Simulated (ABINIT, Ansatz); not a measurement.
# P2Ir (P2_1/c): changed settings of a GW run in ABINIT, part 2 of 2

What do changed inputs do to GW on P2Ir (P2_1/c)?

ABINIT 10.8.3; LDA and many-body steps on it, plane waves. Known limits of the many-body steps: not at the basis limit; no spin polarisation; d states lean on the start; no spin-orbit coupling; coarse k mesh.

So far. Step 2 (Screening, 2×2×2 mesh, 277 bands, screening to 141.5 eV): Local fields lower ε∞ by 6 %. On a Γ-centred mesh this coarse the value itself is usually too large, while a short band sum pulls it down. Step 3 (Base): The gap on the mesh goes from 0.62 eV to 1.37 eV, a correction of +0.75 eV.

### Step 5. Contour deformation on a plasmon-pole file

Level of this step: G0W0 on LDA, plane waves, norm-conserving pseudopotentials (ABINIT).

File run.abi:

```
acell 3*1.0 Angstrom
rprim 
  5.772335097500 0.000000000000 -0.000000000000
  0.000000000000 5.806731510000 0.000000000000
  -2.128499726500 0.000000000000 5.473140883600
ntypat 2
znucl 15 77
natom 12
typat 1 1 1 1 1 1 1 1 2 2 2 2
xred 
  0.158006700000 0.881881860000 0.870287720000
  0.841993300000 0.381881860000 0.629712280000
  0.841993300000 0.118118140000 0.129712280000
  0.158006700000 0.618118140000 0.370287720000
  0.334322990000 0.377205270000 0.188546390000
  0.665677010000 0.877205270000 0.311453610000
  0.665677010000 0.622794730000 0.811453610000
  0.334322990000 0.122794730000 0.688546390000
  0.271866410000 0.498830410000 0.791578690000
  0.728133590000 0.998830410000 0.708421310000
  0.728133590000 0.501169590000 0.208421310000
  0.271866410000 0.001169590000 0.291578690000
pp_dirpath "pseudos"
pseudos "P.upf, Ir.upf"
ecut 24
ngkpt 2 2 2
nshiftk 1
shiftk 0 0 0
kptopt 1
chksymbreak 0
istwfk *1
occopt 1
irdwfk 1
optdriver 4
nband 277
gwcalctyp 2
ecutsigx 24
symsigma 1
nkptgw 3
kptgw 
  0.5000000000 0.5000000000 0.5000000000
  0.0000000000 0.0000000000 0.0000000000
  0.0000000000 0.5000000000 0.5000000000
bdgw 
  53 56
  53 56
  53 56
ecuteps 5.2
irdscr 1
indata_prefix "in"
outdata_prefix "out"
tmpdata_prefix "tmp"
```

Command:

```
$ OMP_NUM_THREADS=1 mpirun -n 16 abinit run.abi > log
```

Output:

```text
.Version 10.8.3 of ABINIT. v10.8.2 released Aug 2026.

 Symmetries : space group P2_1/c (# 14); Bravais mP (primitive monocl.)
================================================================================
 Values of the parameters that define the memory need of the present run
     intxc =       0    ionmov =       0      iscf =       7    lmnmax =       8
     lnmax =       8     mgfft =      50  mpssoang =       4    mqgrid =    3001
     natom =      12  nloc_mem =       1    nspden =       1   nspinor =       1
    nsppol =       1      nsym =       4    n1xccc =    2501    ntypat =       2
    occopt =       1   xclevel =       1
-    mband =         277        mffmem =           1         mkmem =           1
       mpw =        6990          nfft =      125000          nkpt =           8
================================================================================
  Rough estimation (10% accuracy) of disk space for files :
================================================================================

--------------------------------------------------------------------------------
------------- Echo of variables that govern the present computation ------------
--------------------------------------------------------------------------------
 -outvars: echo values of preprocessed input variables --------
            acell      1.8897261259E+00  1.8897261259E+00  1.8897261259E+00 Bohr

             bdgw          53      56      53      56      53      56
      chksymbreak           0
             ecut      2.40000000E+01 Hartree
          ecuteps      5.20000000E+00 Hartree
         ecutsigx      2.40000000E+01 Hartree
          ecutwfn      2.40000000E+01 Hartree
-          fftalg         312
        gwcalctyp           2
           irdscr           1
[...]
12 -1012 3 -1 1296                            pspcod,pspxc,lmax,lloc,mmax
     nproj     2     2     2     2
  pspatm : epsatm=   27.56253566
         --- l  ekb(1:nproj) -->
[...]
2    1.961071    0.141753
             3    1.265569    0.390808
 pspatm: atomic psp has been read  and splines computed

   1.79823461E+04                                ecore*ucvol(ha*bohr**3)
--------------------------------------------------------------------------------

 ==== K-mesh for the wavefunctions ====
 Number of points in the irreducible wedge :     8
 Reduced coordinates and weights :

     1)     0.00000000E+00  0.00000000E+00  0.00000000E+00       0.12500
     2)     5.00000000E-01  0.00000000E+00  0.00000000E+00       0.12500
     3)     0.00000000E+00  5.00000000E-01  0.00000000E+00       0.12500
[...]
Together with  4 symmetry operations and time-reversal symmetry
 yields     8 points in the full Brillouin Zone.

 ==== Q-mesh for screening function ====
 Number of points in the irreducible wedge :     8
 Reduced coordinates and weights :

[...]
7)     0.00000000E+00  5.00000000E-01  5.00000000E-01       0.12500
     8)     5.00000000E-01  5.00000000E-01  5.00000000E-01       0.12500

 Together with  4 symmetry operations and time-reversal symmetry
 yields     8 points in the full Brillouin Zone.

 vcoul_init : cutoff-mode = AUXILIARY_FUNCTION
 q-points for optical limit:   1
     1)      0.000010    0.000020    0.000030
 setmesh: FFT mesh size selected  =    48x   54x   48
          total number of points  =       124416

 Number of electrons calculated from density =  108.0000; Expected =  108.0000
 average of density, n =  0.087238

--- from the log ---
-----------------------------------
--------------------------------------------------------------------------

prterun has exited due to process rank 8 with PID 0 on node (host) calling
"abort". This may have caused other processes in the application to be
terminated by signals sent by prterun (as reported here).
--------------------------------------------------------------------------
```

Elapsed: 4.3 s, on 16 MPI ranks of Arm Neoverse V2, shared host; peak memory 2.9 GiB.

The run stopped with an error after 4.3 s.

The fault put into this input: contour deformation on a plasmon-pole file.

### Step 6. The runs together

Times are wall times on 16 MPI ranks of Arm Neoverse V2, shared host, good to a factor of about two. A run's time includes the screening step that it read.

| run | mesh | bands | screening cutoff (eV) | DFT gap (eV) | gap on the mesh (eV) | direct (eV) | ε∞ used | time |
| --- | --- | --- | --- | --- | --- | --- | --- | --- |
| base | 2×2×2 | 277 | 141.5 | 0.621 | 1.366 | 2.152 | 18.81 | 3.5 min |
| fewer bands in the self-energy | 2×2×2 | 64 | 141.5 | 0.621 | 1.000 | 2.084 | 18.81 | 3.1 min |

### Step 7. What came out

```
base                           : 1.366 eV
fewer bands in the self-energy : 1.000 eV
known limits                   : not at the basis limit; no spin polarisation; d states lean on the start; no spin-orbit coupling; coarse k mesh
```

**Reading.** Fewer bands in the self-energy: −0.366 eV against base (keys changed: nband). Bands and cutoff are finite, so the gap is not at the basis limit. The miss can reach some tenths of an eV and take either sign; the mesh is an error of its own. In the G0W0 runs levels were corrected at 3 k points alone, so a gap called «on the mesh» is the least over those, and an edge elsewhere would be missed. The 2×2×2 mesh is coarse for this cell, which bears on the long-range parts of exchange and screening. The runs have no spin polarisation. For a closed low-spin shell that is the natural state; where a d or f shell is open it is a constraint, and the gap is then not the crystal's own. With d states at the gap, one-shot GW leans hard on its start. The many-body steps are scalar-relativistic: spin-orbit coupling is not in them.

[Paths, hosts, dates, memory and timing lines, banners, echoed tables and standing remarks are left out of the program output.]

[Logs are printed without paths, hosts, clocks, repeated set-up lines and the standing remarks that a program may print on its own settings, such as how far it seeks lower states.]

[Runs of the session that timed out or met a known fault of the program may be left out.]

[Hosts, paths, dates, database ids (printed as entryN), source tags and the programs' standing remarks are cut or masked in the printed files.]

[G0W0 gaps are taken among the corrected bands and points alone; a level outside them can change the order at an edge.]

[Where Ansatz stands beside ABINIT at settings called matched, ABINIT's density can come from a denser mesh and the files from another edition; pairs whose starting gaps differed by over 0.03 eV were left out, so agreement reads better than it is.]
